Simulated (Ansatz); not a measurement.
# The stack of 1T-PtSe2 under 1T-PbSeTe , upper layer turned by 180° between two gates, part 3 of 3

Aim: screening and gap of the neutral stack of 1T-PtSe2 under 1T-PbSeTe , upper layer turned by 180° between oppositely charged gates.

Ansatz 0.2.0; plane-wave DFT, PBE-D3(BJ), Ansatz PAW (the session's first sound run).

So far. Step 7 (Gated layer, displacement field -3.62 V/nm): There is no gap.

## Step 8: Gated layer, displacement field 5.43 V/nm

Contents of input.yaml:

```yaml
crystal:
  lattice:
    - [3.8079361189, 0.0, 0.0]
    - [-1.9039680595, 3.297769415, 0.0]
    - [0.0, 0.0, 47.5386106375]
  atoms:
    - { symbol: Se, position: [0.6666666667, 0.3333333333, 0.4038822284] }
    - { symbol: Pt, position: [0.0, 0.0, 0.43036763] }
    - { symbol: Se, position: [0.3333333333, 0.6666666667, 0.4574478003] }
    - { symbol: Te, position: [0.6666666667, 0.3333333333, 0.5079323933] }
    - { symbol: Pb, position: [0.3333333333, 0.6666666667, 0.5603465085] }
    - { symbol: Se, position: [0.0, 0.0, 0.5961177716] }
  periodic: [true, true, false]
  symmetry: { detect: true }
kpoints:
  mp_grid: { grid: [24, 24, 1] }
  band_path:
    path: [[0, 0, 0], [0.5, 0, 0], [0.33333333, 0.33333333, 0], [0, 0, 0]]
    npoints: 16
hamiltonian:
  xc: pbe
  dispersion: d3bj
scf:
  occupations: { method: fermi_dirac, width: 0.02585 }
  convergence: { dr2_threshold: 1.0e-10 }
output:
  forces: true
  eigenvalues: true
  dos: { projected: true, e_range: [-3, 3], de: 0.01 }
  write_potential: true
  write_density: true
  volumetric_format: npy
  elf: true
external_charges:
  - { charge: 0, barrier: 10, axis: 3, height: 31.839, sigma: 0.25 }
  - { charge: -0.037673, axis: 3, height: 33.339, sigma: 0.5 }
  - { charge: 0, barrier: 10, axis: 3, height: 15.7, sigma: 0.25 }
  - { charge: 0.037673, axis: 3, height: 14.2, sigma: 0.5 }
```

Command:

```
ansatz run input.yaml --threads 4 --pin off --max-ram 6144MiB --backend cpu --events-out ev --progress --plain --runs-dir out
```

Log:

```text
[...]
Crystal: 6 atoms, lattice volume = 596.975 Å³
Basis set: ecut = 420 eV, 11703 PW (Γ), exchange–correlation on 54×54×640 points (8 copies of the dense FFT grid, shifted against one another)
Bands: 58, of which v1, the nominal top of the filled ones, is band 48 counted from 1 (47 counted from 0)
Symmetry: 6 space group operations
[...]
k-points: 61 of 576 (time reversal used)
[...]
--- Band table (eV; the first three rows and the last of 61) ---
  k-point 0: bands = [... 44 lower, -5.5327, -5.5327, -4.4605, -4.4416, -4.4416, -3.1621, -3.1621, -1.7042, ... 6 higher]
  k-point 1: bands = [... 44 lower, -5.6687, -5.5593, -4.5674, -4.4696, -4.3679, -3.2852, -3.1838, -1.5969, ... 6 higher]
  k-point 2: bands = [... 44 lower, -5.8902, -5.6359, -4.8133, -4.5472, -4.2912, -3.5406, -3.2427, -1.3529, ... 6 higher]
  k-point 60: bands = [... 44 lower, -7.1701, -7.1514, -6.9699, -6.5208, -5.6722, -4.0439, -3.9579, -2.1366, ... 6 higher]
[key lines of the parts left out:]
SCF converged after 12 iterations
Free energy (F): -47819.666331 eV
Fermi energy:    -5.356005 eV
```

Run time: 73 s. Hardware: 4 threads of Intel Xeon 6975P-C (Granite Rapids), shared host; peak memory 2.4 GiB; 4.2 min of CPU time.

Running mean over a fixed 2.5 Å (it still follows the layers) of the planar mean; beyond a gate it holds the 10 eV model barrier. Table of electron's electrostatic potential energy less the Fermi level by z:

z (Å), electron's electrostatic potential energy less the Fermi level (eV) and a bar from the least value:
```
        4       13.0 ########################
        6       13.0 ########################
        8       13.0 ########################
       10       13.0 ########################
       12       13.0 ########################
       14       13.1 #########################
       16        7.8 ##################
       18        1.9 ###########
       20       -7.7 
       22       -3.0 ######
       24       -0.4 #########
       26       -4.5 ####
       28       -3.2 #####
       30        4.6 ###############
       32       12.6 ########################
       34       17.7 ##############################
       36       17.7 ##############################
       38       17.7 ##############################
       40       17.7 ##############################
       42       17.7 ##############################
```

There is no gap.

## Step 9: The series together

This step: plane-wave DFT, PBE-D3(BJ), Ansatz PAW; response to a displacement field between two gates (Ansatz 0.2.0).

The potential behind each gate is read from every run and counted from the uncharged case.

This step gave:

| Property | Result |
| --- | --- |
| electrostatic distance between the gates | 7.889 Å |
| geometric distance between the gates | 19.14 Å |

Electron's potential behind the upper gate less behind the lower, less the value without field. Step of the electron's potential energy between the gates against displacement field D/eps0:

| displacement field D/eps0 (V/nm) | step of the electron's potential energy between the gates (eV) |
| --- | --- |
| -3.62 | -2.86 |
| -1.81 | -1.43 |
| 0.00 | 0 |
| 1.81 | 1.43 |
| 3.62 | 2.85 |
| 5.43 | 4.28 |

By hand: 5.43 V/nm over the 19.14 Å between the sheets would give 10.39 V in vacuum; the run has 4.28 V, as over 7.88 Å.

## Step 10: The same run with other settings

This step: plane-wave DFT, PBE-D3(BJ), Ansatz PAW (Ansatz 0.2.0).

A run with a changed input: it repeats the earlier run at 1.81 V/nm with scf.mixing.preconditioner to local_kerker, scf.mixing.algorithm to broyden, scf.mixing.beta to 0.3 and scf.mixing.ndim to 8.

input.yaml, the sections that differ from step 8:

```yaml
scf:
  occupations: { method: fermi_dirac, width: 0.02585 }
  convergence: { dr2_threshold: 1.0e-10 }
  mixing:
    preconditioner: local_kerker
    algorithm: broyden
    beta: 0.3
    ndim: 8
output:
  forces: true
  eigenvalues: true
  write_potential: true
  write_density: true
  volumetric_format: npy
external_charges:
  - { charge: 0, barrier: 10, axis: 3, height: 31.839, sigma: 0.25 }
  - { charge: -0.012558, axis: 3, height: 33.339, sigma: 0.5 }
  - { charge: 0, barrier: 10, axis: 3, height: 15.7, sigma: 0.25 }
  - { charge: 0.012558, axis: 3, height: 14.2, sigma: 0.5 }
# crystal, kpoints, hamiltonian: as in step 8
```

Log:

```text
[...]
Crystal: 6 atoms, lattice volume = 596.975 Å³
Basis set: ecut = 420 eV, 11703 PW (Γ), exchange–correlation on 54×54×640 points (8 copies of the dense FFT grid, shifted against one another)
Bands: 58, of which v1, the nominal top of the filled ones, is band 48 counted from 1 (47 counted from 0)
Symmetry: 6 space group operations
[...]
k-points: 61 of 576 (time reversal used)
[...]
SCF iter   1: F=—  HF=-47820.796143 eV  |F-HF|=—  |Δ(HF+E_count)|=         —  Δρ=2.77e-2  dr2=1.27e1  ethr=3.10e-3  ⟨swp⟩=17.3  Hψ=24874  notcnv=0  defer=24
[...]
SCF iter  20: F=-47819.743943 eV  HF=-47819.743943 eV  |F-HF|=1.34e-9  |Δ(HF+E_count)|=   1.06e-8  Δρ=1.09e-7  dr2=8.41e-11  ethr=1.00e-12  ⟨swp⟩=26.0  Hψ=33446  notcnv=0
SCF 1 converged in 20 iterations: F = -47819.743943 eV  dr2 = 8.41e-11
[...]
SCF converged after 20 iterations
Stability not checked: this state was not tested for a lower state beside it, because the mixer in use, unlike msr1, does not test its closes by its own steps (another_mixer; see scf.mixing.algorithm and scf.lower_state_search)
Free energy (F): -47819.743943 eV
[...]
Internal energy: -47819.737836 eV  (E = F + TS)
E sigma→0 (E₀):  -47819.740890 eV
Entropy (-TS):   -0.006107 eV (-1.018 meV/atom)
Fermi energy:    -5.340453 eV
[...]
--- Forces (eV/Å), atoms and charges each counted from 1 ---
  atom   1  Se     0.00000000    -0.00000000     0.01038574
  atom   2  Pt     0.00000000    -0.00000000    -0.00556184
  atom   3  Se    -0.00000000     0.00000000     0.00022241
  atom   4  Te     0.00000000    -0.00000000     0.00287816
  atom   5  Pb    -0.00000000     0.00000000     0.02280662
  atom   6  Se     0.00000000     0.00000000    -0.02725566
  external charge   1     0.00000000     0.00000000     0.00594912
  external charge   2     0.00000000     0.00000000    -0.00113648
  external charge   3     0.00000000     0.00000000    -0.00942394
  external charge   4     0.00000000     0.00000000     0.00113573
  max |Σ_I F_I| component, the external charges' with the atoms': 1.56e-7 eV/Å
--- Band table (eV; the first three rows and the last of 61) ---
  k-point 0: bands = [... 44 lower, -5.5365, -5.5365, -4.4608, -4.4229, -4.4229, -3.1251, -3.1251, -1.6768, ... 6 higher]
  k-point 1: bands = [... 44 lower, -5.6693, -5.5631, -4.5522, -4.4509, -4.3632, -3.2484, -3.1469, -1.5702, ... 6 higher]
  k-point 2: bands = [... 44 lower, -5.8785, -5.6395, -4.7970, -4.5282, -4.2826, -3.5061, -3.2061, -1.3323, ... 6 higher]
  k-point 60: bands = [... 44 lower, -7.1409, -7.1304, -6.9661, -6.4913, -5.6606, -4.0002, -3.9284, -2.1454, ... 6 higher]
```

Wall time 80 s (4 threads); peak memory 2.1 GiB.

Read from the output:

| Quantity | Value |
| --- | --- |
| energy at zero smearing | -47819.7409 eV |
| potential beyond the upper barrier and gate, less the barrier, from the Fermi level | 6.274 eV |

The electronic bands at the labelled points (eV, zero at the Fermi level):

| point | band 45 | band 46 | band 47 | band 48 | band 49 | band 50 | band 51 | band 52 |
| --- | --- | --- | --- | --- | --- | --- | --- | --- |
| Γ | -0.20 | -0.20 | 0.88 | 0.92 | 0.92 | 2.22 | 2.22 | 3.66 |
| halfway | -1.06 | -0.88 | -0.30 | 0.22 | 0.30 | 1.29 | 1.90 | 3.25 |
| M | -2.29 | -1.46 | -1.26 | -0.37 | -0.19 | 1.61 | 2.05 | 2.67 |
| halfway | -2.30 | -1.80 | -1.36 | -0.60 | -0.33 | 1.39 | 1.70 | 3.07 |
| K | -1.80 | -1.79 | -1.63 | -1.15 | -0.32 | 1.34 | 1.41 | 3.19 |
| halfway | -1.39 | -1.05 | -0.80 | -0.02 | 0.53 | 1.12 | 1.69 | 3.55 |
| Γ | -0.20 | -0.20 | 0.88 | 0.92 | 0.92 | 2.22 | 2.22 | 3.66 |

| quantity | this run | earlier run | difference |
| --- | --- | --- | --- |
| potential beyond the upper barrier and gate, less the barrier, from the Fermi level (eV) | 6.274 | 6.274 | 0 |

Nothing in the table moves by 0.01 in its unit. The run took 20 SCF cycles against 13.

## Step 11: A changed input: hamiltonian.hubbard

This step: plane-wave DFT, PBE-D3(BJ), Ansatz PAW, but for the change named below (Ansatz 0.2.0).

Another changed input: it repeats the earlier run at 1.81 V/nm with hamiltonian.hubbard to sites: [species: Pt, l: d, u_eff: 4.0], double_counting: fll.

Changes to input.yaml since step 10:

```diff
@@ -22,2 +22,3 @@
   dispersion: d3bj
+  hubbard: { sites: [{ species: Pt, l: d, u_eff: 4.0 }], double_counting: fll }
 scf:
@@ -25,7 +26,2 @@
   convergence: { dr2_threshold: 1.0e-10 }
-  mixing:
-    preconditioner: local_kerker
-    algorithm: broyden
-    beta: 0.3
-    ndim: 8
 output:
```

Log:

```text
Se: projections on atomic orbitals take those of the free atom [Ar] 3d10 4s2 4p4, of charge +0.00 (hamiltonian.pseudopotentials.projection_atoms); the dataset's partial waves leave at most 2.3e-6 of an orbital's norm unspanned inside its sphere
Pt: projections on atomic orbitals take those of the free atom [Kr 4d10 4f14] 5s2 5p6 5d9 6s1, of charge +0.00 (hamiltonian.pseudopotentials.projection_atoms); the dataset's partial waves leave at most 9.1e-5 of an orbital's norm unspanned inside its sphere
Te: projections on atomic orbitals take those of the free atom [Kr] 4d10 5s2 5p4, of charge +0.00 (hamiltonian.pseudopotentials.projection_atoms); the dataset's partial waves leave at most 7.8e-6 of an orbital's norm unspanned inside its sphere
Pb: projections on atomic orbitals take those of the free atom [Xe 4f14] 5d10 6s2 6p2, of charge +0.00 (hamiltonian.pseudopotentials.projection_atoms); the dataset's partial waves leave at most 2.1e-5 of an orbital's norm unspanned inside its sphere
[...]
Crystal: 6 atoms, lattice volume = 596.975 Å³
Basis set: ecut = 420 eV, 11703 PW (Γ), exchange–correlation on 54×54×640 points (8 copies of the dense FFT grid, shifted against one another)
Bands: 58, of which v1, the nominal top of the filled ones, is band 48 counted from 1 (47 counted from 0)
Symmetry: 6 space group operations
[...]
k-points: 61 of 576 (time reversal used)
[...]
SCF iter   1: F=—  HF=-47818.207556 eV  |F-HF|=—  |Δ(HF+E_count)|=         —  Δρ=1.88e-2  dr2=5.37e0  ethr=3.10e-3  ⟨swp⟩=17.5  Hψ=25170  notcnv=0  defer=20
[...]
SCF iter  14: F=-47817.944029 eV  HF=-47817.944029 eV  |F-HF|=1.25e-9  |Δ(HF+E_count)|=   2.27e-9  Δρ=1.12e-7  dr2=8.62e-11  ethr=1.00e-12  ⟨swp⟩=28.1  Hψ=32110  notcnv=0
SCF 1 converged in 14 iterations: F = -47817.944029 eV  dr2 = 8.62e-11
[...]
SCF converged after 14 iterations
Free energy (F): -47817.944029 eV
[...]
Internal energy: -47817.937962 eV  (E = F + TS)
E sigma→0 (E₀):  -47817.940995 eV
Entropy (-TS):   -0.006067 eV (-1.011 meV/atom)
Fermi energy:    -5.375747 eV
[...]
--- Forces (eV/Å), atoms and charges each counted from 1 ---
  atom   1  Se     0.00000000     0.00000000    -0.02527262
  atom   2  Pt    -0.00000000    -0.00000000    -0.02887347
  atom   3  Se    -0.00000000     0.00000000     0.14202303
  atom   4  Te    -0.00000000    -0.00000000    -0.08667948
  atom   5  Pb    -0.00000000     0.00000000     0.03072611
  atom   6  Se     0.00000000     0.00000000    -0.02854001
  external charge   1     0.00000000     0.00000000     0.00596241
  external charge   2     0.00000000     0.00000000    -0.00113648
  external charge   3     0.00000000     0.00000000    -0.00934655
  external charge   4     0.00000000     0.00000000     0.00113574
  max |Σ_I F_I| component, the external charges' with the atoms': 1.32e-6 eV/Å
--- Band table (eV; the first three rows and the last of 61) ---
  k-point 0: bands = [... 44 lower, -5.5698, -5.5698, -4.4691, -4.4577, -4.4577, -3.1827, -3.1827, -1.6840, ... 6 higher]
  k-point 1: bands = [... 44 lower, -5.6977, -5.5964, -4.5857, -4.4851, -4.3730, -3.3031, -3.2028, -1.5796, ... 6 higher]
  k-point 2: bands = [... 44 lower, -5.9040, -5.6727, -4.8298, -4.5612, -4.2949, -3.5558, -3.2575, -1.3494, ... 6 higher]
  k-point 60: bands = [... 44 lower, -7.5881, -7.5099, -6.9737, -6.5832, -5.7464, -4.0414, -3.9748, -2.1656, ... 6 higher]
Occupation matrices written to <dir>
```

Elapsed: 76 s, on 4 threads; peak memory 2.8 GiB; 4.3 min of CPU time.

Read from the output:

* energy at zero smearing: -47817.9410 eV
* potential beyond the upper barrier and gate, less the barrier, from the Fermi level: 6.278 eV

Electronic bands along the path, in eV, zero at the Fermi level:

| point | band 45 | band 46 | band 47 | band 48 | band 49 | band 50 | band 51 | band 52 |
| --- | --- | --- | --- | --- | --- | --- | --- | --- |
| Γ | -0.19 | -0.19 | 0.91 | 0.92 | 0.92 | 2.19 | 2.19 | 3.69 |
| halfway | -1.17 | -0.88 | -0.34 | 0.23 | 0.30 | 1.27 | 1.90 | 3.26 |
| M | -2.38 | -1.45 | -1.23 | -0.34 | -0.19 | 1.57 | 2.03 | 2.69 |
| halfway | -2.44 | -2.00 | -1.45 | -0.59 | -0.33 | 1.36 | 1.68 | 3.09 |
| K | -2.21 | -2.13 | -1.60 | -1.21 | -0.37 | 1.33 | 1.40 | 3.21 |
| halfway | -1.43 | -1.16 | -0.84 | -0.02 | 0.54 | 1.10 | 1.69 | 3.56 |
| Γ | -0.19 | -0.19 | 0.91 | 0.92 | 0.92 | 2.19 | 2.19 | 3.69 |

Force by atom:

| atom | x (eV/Å) | y (eV/Å) | z (eV/Å) | size |
| --- | --- | --- | --- | --- |
| Se1 | 0.000 | 0.000 | -0.025 | 0.025 |
| Pt2 | 0.000 | 0.000 | -0.029 | 0.029 |
| Se3 | 0.000 | 0.000 | 0.142 | 0.142 |
| Te4 | 0.000 | 0.000 | -0.087 | 0.087 |
| Pb5 | 0.000 | 0.000 | 0.031 | 0.031 |
| Se6 | 0.000 | 0.000 | -0.029 | 0.029 |

| quantity | this run | earlier run | difference |
| --- | --- | --- | --- |
| potential beyond the upper barrier and gate, less the barrier, from the Fermi level (eV) | 6.278 | 6.274 | 0.0043 |

Nothing in the table moves by 0.01 in its unit. The run took 14 SCF cycles against 13.

## Step 12: Results

* gap with uncharged gates: none
* electrostatic distance between the gates: 7.89 Å
* geometric distance between the gates: 19.1 Å
* gap at 5.43 V/nm: none

**Reading.** The stack has no gap, with or without a field of 5.4 V/nm. The layers screen the field: the voltage is that of a vacuum gap 11.2 Å narrower than the real distance. The gates are charged sheets behind model barriers, not atoms. Gaps are the smaller of those on the path and on the mesh; band edges between these points would make them smaller still. The main runs have no spin polarisation; a magnetic state could lie lower and would change these results. Spin-orbit coupling is left out, which matters for the bands of elements this heavy.

[Long decimals in the printed logs are rounded to 6 places.]

[Logs are printed without paths, hosts, clocks, repeated set-up lines and the standing remarks that a program may print on its own settings, such as how far it seeks lower states.]

[Hosts, paths, dates, database ids (printed as entryN), source tags and the programs' standing remarks are cut or masked in the printed files.]

[Maps of the electrostatic potential energy from Ansatz leave out the sawtooth potential of an applied field or a dipole correction, so their vacuum need not be flat; planar profiles and work functions include it.]
